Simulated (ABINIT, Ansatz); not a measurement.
Entries from a set of simulations; values are calculated unless marked as measured.

## Bi2S2O (P4/nmm): one start, several treatments of the self-energy

The structure is tetragonal, space group P4/nmm (No. 129). The conventional cell has a = 3.954 Å, b = 3.954 Å, c = 14.051 Å, α = 90.00°, β = 90.00°, γ = 90.00°. Nearest to Bi lie 5 S at 2.52 to 2.82 Å. Nearest to Bi lie 4 O at 2.34 Å and 4 S at 3.12 Å. S has 4 Bi at 2.82 Å nearest. Nearest to S lie 5 Bi at 2.52 to 3.12 Å. O has 4 Bi at 2.34 Å nearest. Farther neighbours, and contacts between anions beyond the nearest, are not listed.

- method: RPA screening on PBEsol, plane waves, norm-conserving pseudopotentials (and 4 further levels or steps)
- program: ABINIT 10.8.3
- settings: cutoff 42 Ha, PseudoDojo scalar-relativistic 0.4 stringent, norm-conserving, ngkpt (4, 4, 1), nband 209, ecuteps 4.2 Ha, inclvkb 2, shiftk (0, 0, 0), symchi 1, awtr 1, frequency ppm, 4×4×1 k-mesh
- cost: 7 runs, 17 min in all on 8 MPI ranks of AMD EPYC 9R45, shared host
- notes: The program’s warnings: nproc spkpt=  >= nkpt= * nsppol=. The cell and positions are those that the Materials Project relaxed with its own functionals (PBE, PBE+U or r2SCAN), kept fixed. Limits: no spin-orbit coupling. Static COHSEX lies above G0W0: it lacks the factor Z and overstates the Coulomb hole of the filled states. The 4×4×1 mesh is coarse for this cell, which bears on the long-range parts of exchange and screening.
- G0W0, Godby-Needs plasmon pole: 1.283 eV
- G0W0, Hybertsen-Louie plasmon pole: 1.327 eV
- G0W0, von der Linden-Horsch plasmon pole: 1.274 eV
- one-shot COHSEX: 1.601 eV
- one-shot Hartree-Fock: 5.374 eV
- known limits: short of the basis limit; no spin-orbit coupling; coarse k mesh

G0W0, Hybertsen-Louie plasmon pole: +0.044 eV against G0W0, Godby-Needs plasmon pole. G0W0, von der Linden-Horsch plasmon pole: −0.009 eV against G0W0, Godby-Needs plasmon pole.

[Paths, hosts, dates, memory and timing lines, banners, echoed tables and standing remarks are left out of the program output; an Ansatz launch command may be rebuilt from the run's recorded settings. Measured values are a selection of at most five: reports struck by readers or far from the other reports are left out. None is set beside runs whose start may be inverted or whose files or cutoffs have a known fault.]

[Runs of the session that timed out or met a known fault of the program may be left out.]

[Hosts, paths, dates, database ids (printed as entryN), source tags and the programs' standing remarks are cut or masked in the printed files.]

[G0W0 gaps are taken among the corrected bands and points alone; a level outside them can change the order at an edge.]

[Where Ansatz stands beside ABINIT at settings called matched, ABINIT's density can come from a denser mesh and the files from another edition; pairs whose starting gaps differed by over 0.03 eV were left out, so agreement reads better than it is.]
